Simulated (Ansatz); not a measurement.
**What LaScH6 (built on the sites of a database entry of LaAlH6) distorts into**

Which phase does LaScH6 (built on the sites of a database entry of LaAlH6) fall into along its unstable mode, and how much energy does it gain?

Calculated with Ansatz 0.2.0; DFT PBEsol, scalar-relativistic, plane waves, PAW.

Most raw output is cut from this account.

The structure was built from a prototype and need not be the compound's stable phase.

### Step 1. Starting point

Symmetry: R-3m, No. 166, trigonal system. Conventional cell: a = 6.447 Å, b = 6.447 Å, c = 6.911 Å, α = 90.00°, β = 90.00°, γ = 120.00°. La has 12 H at 2.38 to 2.45 Å nearest. Nearest to Sc lie 6 H at 1.96 Å. Nearest to H lie 1 Sc at 1.96 Å and 5 H at 2.05 to 2.43 Å and 2 La at 2.38 to 2.45 Å. Farther neighbours are not listed.

### Step 2. The dispersion

The cell comes from relaxations at this level that are not shown. Stability and thermal properties need the whole zone. Linear response on a 2×2×2 q mesh gives force constants as far as a supercell of that size would, and the tensors from the zone-centre run are typed in so that the long-range dipole term is interpolated apart.

Contents of input.yaml:

```yaml
crystal:
  lattice:
    - [3.223427337, 1.8610466407, 2.3038321962]
    - [-3.223427337, 1.8610466407, 2.3038321962]
    - [0.0, -3.7220932814, 2.3038321962]
  atoms:
    - { symbol: La, position: [0.5, 0.5, 0.5] }
    - { symbol: Sc, position: [0.0, 0.0, 0.0] }
    - { symbol: H, position: [0.9627776117, 0.3260915299, 0.3260915299] }
    - { symbol: H, position: [0.3260915299, 0.9627776117, 0.3260915299] }
    - { symbol: H, position: [0.3260915299, 0.3260915299, 0.9627776117] }
    - { symbol: H, position: [0.0372223883, 0.6739084701, 0.6739084701] }
    - { symbol: H, position: [0.6739084701, 0.0372223883, 0.6739084701] }
    - { symbol: H, position: [0.6739084701, 0.6739084701, 0.0372223883] }
kpoints:
  mp_grid: { grid: [10, 10, 10] }
hamiltonian:
  xc: pbesol
scf:
  occupations: { method: fixed }
output:
  eigenvalues: true
phonons:
  method: dfpt
  qmesh: [2, 2, 2]
  temperatures: { t_max: 1000, t_step: 50 }
  qpath:
    path:
      - [[0.0, 0.0, 0.0], [0.5, 0.0, 0.0], [0.5, -0.5, 0.5], [0.4220755, -0.5779245, 0.4220755]]
      - [[0.4220755, 0.4220755, 0.4220755], [0.0, 0.0, 0.0], [0.5, -0.5, 0.0]]
    npoints: 10
  non_analytic_term:
    high_frequency_dielectric_tensor: [[12.1376, 0.0, 0.0], [0.0, 12.1376, 0.0], [0.0, 0.0, 9.4156]]
    born_effective_charges:
      - { species: La, tensor: [[4.0461, 0.0, 0.0], [0.0, 4.0461, 0.0], [0.0, 0.0, 3.8416]] }
      - { species: Sc, tensor: [[4.0231, 0.0, 0.0], [0.0, 4.0231, 0.0], [0.0, 0.0, 3.7469]] }
      - { species: H, tensor: [[-1.5861, -0.4179, -0.4309], [-0.4179, -1.1036, -0.2488], [-0.0652, -0.0376, -1.2648]] }
      - { species: H, tensor: [[-1.5861, 0.4179, 0.4309], [0.4179, -1.1036, -0.2488], [0.0652, -0.0376, -1.2648]] }
      - { species: H, tensor: [[-0.8623, 0.0, 0.0], [0.0, -1.8274, 0.4975], [0.0, 0.0753, -1.2648]] }
      - { species: H, tensor: [[-1.5861, -0.4179, -0.4309], [-0.4179, -1.1036, -0.2488], [-0.0652, -0.0376, -1.2648]] }
      - { species: H, tensor: [[-1.5861, 0.4179, 0.4309], [0.4179, -1.1036, -0.2488], [0.0652, -0.0376, -1.2648]] }
      - { species: H, tensor: [[-0.8623, 0.0, 0.0], [0.0, -1.8274, 0.4975], [0.0, 0.0753, -1.2648]] }
    source: "zone-centre run at this cell"
```

Command:

```
$ ansatz run input.yaml --threads 8 --pin off --max-ram 14336MiB --backend cpu --events-out ev --progress --plain --runs-dir out
```

The job ended after 3.4 min (8 threads of Intel Xeon Platinum 8259CL at 2.50GHz (Skylake/Cascade Lake), shared host; peak memory 2.5 GiB).

Numbers from this step:

```
gap on the k-mesh                                       : 0.5959 eV
volume per atom                                         : 10.37 Å³
sum-rule residual before enforcement                    : 2.82e-5 eV/Å²
lowest frequency on the path                            : -482.9 cm⁻¹
point group                                             : -3m
highest frequency on the path or at a solved wavevector : 1432 cm⁻¹
highest optical mode at the zone centre (no LO-TO term) : 1428 cm⁻¹
lowest optical zone-centre mode                         : -482.9 cm⁻¹
lowest mode on the q mesh (acoustic modes at Γ apart)   : -482.9 cm⁻¹
```

Frequencies (cm⁻¹) solved at each irreducible wavevector; negative means imaginary. Frequencies by wavevector, by row:

```tsv
q in reciprocal lattice units	star	mode 1	mode 2	mode 3	mode 4	mode 22	mode 23	mode 24
0 0 0	1	-482.9	-288.3	-288.3	0	1364	1364	1428
0 0 -0.5	3	-342.1	-87.4	64.5	74.7	1326	1356	1408
0 -0.5 -0.5	3	-248.4	-86.7	41	106.7	1315	1364	1420
-0.5 -0.5 -0.5	1	-479.1	-74	-74	142.3	1335	1335	1420
```

Interpolated from a 2×2×2 q mesh, rough between the solved points, with the LO-TO term (at Γ the limit along the path; where Γ stands inside the path, tables give the limit on arrival). The phonon branches at the labelled points (cm⁻¹):

```tsv
point	branch 1	branch 2	branch 3	branch 4	branch 21	branch 22	branch 23	branch 24
Γ	-483	-288	-110	0	1308	1364	1364	1428
halfway	-431	-226	3	61	1326	1350	1353	1421
L	-342	-87	64	75	1313	1326	1356	1408
halfway	-273	-73	-60	130	1255	1342	1382	1432
T	-479	-74	-74	142	1277	1335	1335	1420
halfway	-477	-70	-70	136	1277	1332	1332	1418
P0	-471	-61	-61	123	1278	1325	1325	1414
jump to P2	-471	-61	-61	123	1278	1325	1325	1414
halfway	-452	-162	-162	86	1326	1334	1334	1420
Γ	-483	-288	-288	0	1306	1364	1364	1428
halfway	-338	-170	78	87	1322	1322	1350	1414
F	-248	-87	41	107	1271	1315	1364	1420
```

Symmetry leaves 4 wavevectors to solve. The lowest mode among them, the acoustic zeros apart, lies at Γ and is imaginary, 482.9i cm⁻¹, so the energy falls along it.

### Step 3. The mode frozen in, largest atomic shift 0 Å

The mode followed lies at q = (-0.5, -0.5, -0.5) with frequency 479.1i cm⁻¹, one of the unstable modes though not the softest. At small amplitude the distorted cell has space group no. 167 by a symmetry search on the positions. The undistorted cell that holds it gives the zero of energy on the same k mesh.

System of this step: LaScH6 (built on the sites of a database entry of LaAlH6). The structure is trigonal, space group R-3m (No. 166). The conventional cell has a = 6.447 Å, b = 6.447 Å, c = 6.911 Å, α = 90.00°, β = 90.00°, γ = 120.00°. Nearest to La lie 12 H at 2.38 to 2.45 Å. Nearest to Sc lie 6 H at 1.96 Å. Nearest to H lie 1 Sc at 1.96 Å and 5 H at 2.05 to 2.43 Å and 2 La at 2.38 to 2.45 Å. Farther neighbours are not listed.

Contents of input.yaml:

```yaml
crystal:
  lattice:
    - [0.0, -3.7220932814, -4.6076643924]
    - [-3.223427337, 1.8610466407, -4.6076643924]
    - [3.223427337, 1.8610466407, -4.6076643924]
  atoms:
    - { symbol: La, position: [0.25, 0.25, 0.25] }
    - { symbol: La, position: [0.75, 0.75, 0.75] }
    - { symbol: Sc, position: [0.0, 0.0, 0.0] }
    - { symbol: Sc, position: [0.5, 0.5, 0.5] }
    - { symbol: H, position: [0.0186111942, 0.0186111942, 0.6552972759] }
    - { symbol: H, position: [0.5186111942, 0.5186111942, 0.1552972759] }
    - { symbol: H, position: [0.0186111942, 0.6552972759, 0.0186111942] }
    - { symbol: H, position: [0.5186111942, 0.1552972759, 0.5186111942] }
    - { symbol: H, position: [0.6552972759, 0.0186111942, 0.0186111942] }
    - { symbol: H, position: [0.1552972759, 0.5186111942, 0.5186111942] }
    - { symbol: H, position: [0.4813888058, 0.4813888058, 0.8447027241] }
    - { symbol: H, position: [0.9813888058, 0.9813888058, 0.3447027241] }
    - { symbol: H, position: [0.4813888058, 0.8447027241, 0.4813888058] }
    - { symbol: H, position: [0.9813888058, 0.3447027241, 0.9813888058] }
    - { symbol: H, position: [0.8447027241, 0.4813888058, 0.4813888058] }
    - { symbol: H, position: [0.3447027241, 0.9813888058, 0.9813888058] }
kpoints:
  mp_grid: { grid: [6, 6, 6] }
hamiltonian:
  xc: pbesol
scf:
  occupations: { method: gaussian, width: 0.02 }
output:
  forces: true
  stress: true
  eigenvalues: true
```

Elapsed: 2.6 s, on 8 threads; peak memory 0.86 GiB.

Numbers from this step:

```
pressure                         : -0.001272 GPa
energy from the undistorted cell : 0 meV/atom
```

At this level the gap is 0.60 eV on the k-mesh of the self-consistent run, which can miss the band edges.

### Step 4. The mode frozen in, largest atomic shift 0.45 Å

The atoms are moved along the unstable eigenvector, the largest shift by 0.45 Å, with the cell fixed.

Contents of input.yaml:

```yaml
crystal:
  lattice:
    - [0.0, -3.7220932814, -4.6076643924]
    - [-3.223427337, 1.8610466407, -4.6076643924]
    - [3.223427337, 1.8610466407, -4.6076643924]
  atoms:
    - { symbol: La, position: [0.25, 0.25, 0.25] }
    - { symbol: La, position: [0.75, 0.75, 0.75] }
    - { symbol: Sc, position: [0.0, 0.0, 0.0] }
    - { symbol: Sc, position: [0.5, 0.5, 0.5] }
    - { symbol: H, position: [0.0884126745, -0.0511902862, 0.6552972759] }
    - { symbol: H, position: [0.4488097138, 0.5884126745, 0.1552972759] }
    - { symbol: H, position: [-0.0511902862, 0.6552972759, 0.0884126745] }
    - { symbol: H, position: [0.5884126745, 0.1552972759, 0.4488097138] }
    - { symbol: H, position: [0.6552972759, 0.0884126745, -0.0511902862] }
    - { symbol: H, position: [0.1552972759, 0.4488097138, 0.5884126745] }
    - { symbol: H, position: [0.4115873255, 0.5511902862, 0.8447027241] }
    - { symbol: H, position: [1.0511902862, 0.9115873255, 0.3447027241] }
    - { symbol: H, position: [0.5511902862, 0.8447027241, 0.4115873255] }
    - { symbol: H, position: [0.9115873255, 0.3447027241, 1.0511902862] }
    - { symbol: H, position: [0.8447027241, 0.4115873255, 0.5511902862] }
    - { symbol: H, position: [0.3447027241, 1.0511902862, 0.9115873255] }
kpoints:
  mp_grid: { grid: [6, 6, 6] }
hamiltonian:
  xc: pbesol
scf:
  occupations: { method: gaussian, width: 0.02 }
output:
  forces: true
  stress: true
  eigenvalues: true
```

Elapsed: 2.8 s, on 8 threads; peak memory 0.86 GiB; 18 s of CPU time.

Numbers from this step:

```yaml
pressure: -3.709 GPa
gap_on_the_k_mesh: 0.8011 eV
energy_from_the_undistorted_cell: -28.19 meV/atom
```

The energy, extrapolated to zero smearing, is -28.19 meV/atom against the undistorted cell.

The run ends at a pressure of -3.71 GPa, with forces up to 0.19 eV/Å.

### Step 5. Energy along the mode, all amplitudes (two of the runs are shown above)

An imaginary frequency means negative curvature, so the energy should fall and then rise again as anharmonic terms take over.

This step gave:

```yaml
depth_at_the_lowest_point_sampled: 28.19 meV/atom
largest_atomic_shift_at_that_point: 0.45 Å
```

Energy from the parent against largest atomic shift:

```tsv
largest atomic shift (Å)	energy from the parent (meV/atom)
0.000	0
0.040	-0.507
0.080	-1.99
0.140	-5.79
0.220	-12.8
0.320	-22.0
0.450	-28.2
0.600	-16.2
```

Displacement at unit largest shift by atom:

```tsv
atom	x (Å)	y (Å)	z (Å)	size
La1	0.00	0.00	0.00	0.00
La2	0.00	0.00	0.00	0.00
Sc3	0.00	0.00	0.00	0.00
Sc4	0.00	0.00	0.00	0.00
H5	0.50	-0.87	0.00	1.00
H6	-0.50	0.87	0.00	1.00
H7	0.50	0.87	0.00	1.00
H8	-0.50	-0.87	0.00	1.00
H9	-1.00	0.00	0.00	1.00
H10	1.00	0.00	0.00	1.00
H11	-0.50	0.87	0.00	1.00
H12	0.50	-0.87	0.00	1.00
H13	-0.50	-0.87	0.00	1.00
H14	0.50	0.87	0.00	1.00
H15	1.00	0.00	0.00	1.00
H16	-1.00	0.00	0.00	1.00
```

The lowest of the steps tried is at 0.45 Å, 28.2 meV/atom below the parent; the bottom of the well need not coincide with a step.

### Step 6. Relaxation from the frozen mode

Starting from the lowest point found, all atoms and the cell are let go, so that strain and other modes of the same symmetry can join in.

Changes to input.yaml since step 4:

```diff
@@ -27,3 +27,3 @@
 scf:
-  occupations: { method: gaussian, width: 0.02 }
+  occupations: { method: fixed }
 output:
@@ -32 +32,6 @@
   eigenvalues: true
+relax:
+  adjacent_minimum: "off"
+  f_tol: 0.002
+  max_steps: 120
+  cell: { stress_tol: 0.03 }
```

Elapsed: 19 s, on 8 threads; peak memory 0.92 GiB; 2.2 min of CPU time.

Step by step:

```tsv
step	energy less that of the first step (eV)	largest force component (eV/Å)	pressure (GPa)	volume (Å³)
1	0.0000	0.1486	-3.71	165.85
2	0.0038	0.1657	5.76	146.15
3	-0.1575	0.0072	-0.70	157.23
4	-0.1626	0.0113	0.31	154.64
5	-0.1638	0.0018	0.00	155.27
6*	-0.1569	0.0015	-0.03	155.27
7	-0.1570	0.0017	0.00	155.19
8*	-0.1569	0.0017	0.00	155.19
```

Relaxation steps marked * repeat the geometry before them on a plane-wave basis chosen anew for their cell, so energy and pressure can jump there. Relaxation step 2 was tried and not accepted.

Forces are held to the 12 operations that the run works with; a distortion that breaks them can't arise in this run.

```tsv
conventional cell, symmetrised	before	after	change
a (Å)	6.447	6.267	-2.8 %
b (Å)	6.447	6.267	-2.8 %
c (Å)	13.823	13.687	-1.0 %
volume (Å³/atom)	10.37	9.70	-6.4 %
```

The atoms that moved most (Å, as changes of fractional coordinates times the final cell):

```tsv
atom	dx	dy	dz	length
H5	0.055	-0.046	-0.002	0.072
H11	-0.055	0.046	0.002	0.072
H8	-0.055	-0.046	-0.002	0.072
H14	0.055	0.046	0.002	0.072
H16	-0.068	0.024	0.002	0.072
H10	0.068	-0.024	-0.002	0.072
H9	-0.068	-0.024	-0.002	0.072
H15	0.068	0.024	0.002	0.072
```

Final coordinates:

```xyz
16
Lattice="0.0000 -3.6184 -4.5624 -3.1336 1.8092 -4.5624 3.1336 1.8092 -4.5624" Properties=species:S:1:pos:R:3 pbc="T T T"
La    0.0000    0.0000   -3.4218
La    0.0000    0.0000  -10.2655
Sc    0.0000    0.0000    0.0000
Sc    0.0000    0.0000   -6.8436
H     2.2687    0.7267   -3.1617
H    -1.3699   -0.2078   -5.4429
H    -1.7637    1.6014   -3.1617
H     0.8649   -1.0825   -5.4429
H    -0.5050   -2.3281   -3.1617
H     0.5050    1.2903   -5.4429
H     0.8649    1.0825   -8.2444
H    -1.7637   -1.6014  -10.5256
H    -1.3699    0.2078   -8.2444
H     2.2687   -0.7267  -10.5256
H     0.5050   -1.2903   -8.2444
H    -0.5050    2.3281  -10.5256
```

This step gave:

* pressure: 0.001453 GPa
* gap on the k-mesh: 0.6309 eV
* volume per atom: 9.700 Å³

The distorted start has space group R-3c; the relaxation ends in R-3c.

### Step 7. The phases reached

The phases reached along the modes that were followed are set side by side.

Energies are those of the first relaxation, on the mesh of the frozen mode; space group, volume and gap are those of the last relaxation. Phases, by row:

```tsv
mode frozen in	space group	energy from parent (meV/atom)	volume (Å³/atom)	gap on mesh (eV)	lowest zone-centre optical mode (cm⁻¹)	largest shift (Å)
parent	R-3m	0	10.37	0.596	–	–
q = (0, 0, 0), 483i cm⁻¹	Pm-3	-85.28	8.76	0.146	-449.9	0.833
q = (-0.5, -0.5, -0.5), 479i cm⁻¹	R-3c	-38	9.7	0.631	–	0.506
```

### Step 8. Outcome

| Quantity | Value |
| --- | --- |
| unstable mode of the parent | q = (-0.5, -0.5, -0.5), 479i cm⁻¹ |
| depth at the lowest point sampled | 28.2 meV/atom |
| largest atomic shift at that point | 0.45 Å |
| space group reached (within 0.01 Å) | R-3c |
| energy gained over the parent (first relaxation, on the mesh of the frozen mode) | 38.0 meV/atom |
| volume per atom, phase reached | 9.70 Å³ |
| gap on the k-mesh, phase reached | 0.631 eV |

In words: Along this mode the structure falls into R-3c, 38.0 meV/atom below the parent. At the parent's cell the well is 28.19 meV/atom deep on the steps tried, with its lowest point at a shift of 0.45 Å. Relaxing atoms and cell changes the gain by +9.81 meV/atom against the lowest step (energies at zero smearing). The modes of the phase reached were not computed on this path. Of the 2 patterns followed to their end from this parent, this one ends 47.3 meV/atom above the lowest, Pm-3. Each path keeps the symmetry of its pattern, so a lower phase may lie along a pattern not tried. The q mesh stands for a supercell only 8.8 Å across, so branches between the solved wavevectors are rough. The program warns that the interpolation holds no quadrupole term, so branches close to Γ can be off in this crystal. Spin-orbit coupling is left out, which can matter for the heavy elements here. The starting cell was built on a prototype and not taken from a measurement, so the phase need not exist.

[Logs are printed without paths, hosts, clocks, repeated set-up lines and the standing remarks that a program may print on its own settings, such as how far it seeks lower states.]

[Hosts, paths, dates, database ids (printed as entryN), source tags and the programs' standing remarks are cut or masked in the printed files.]
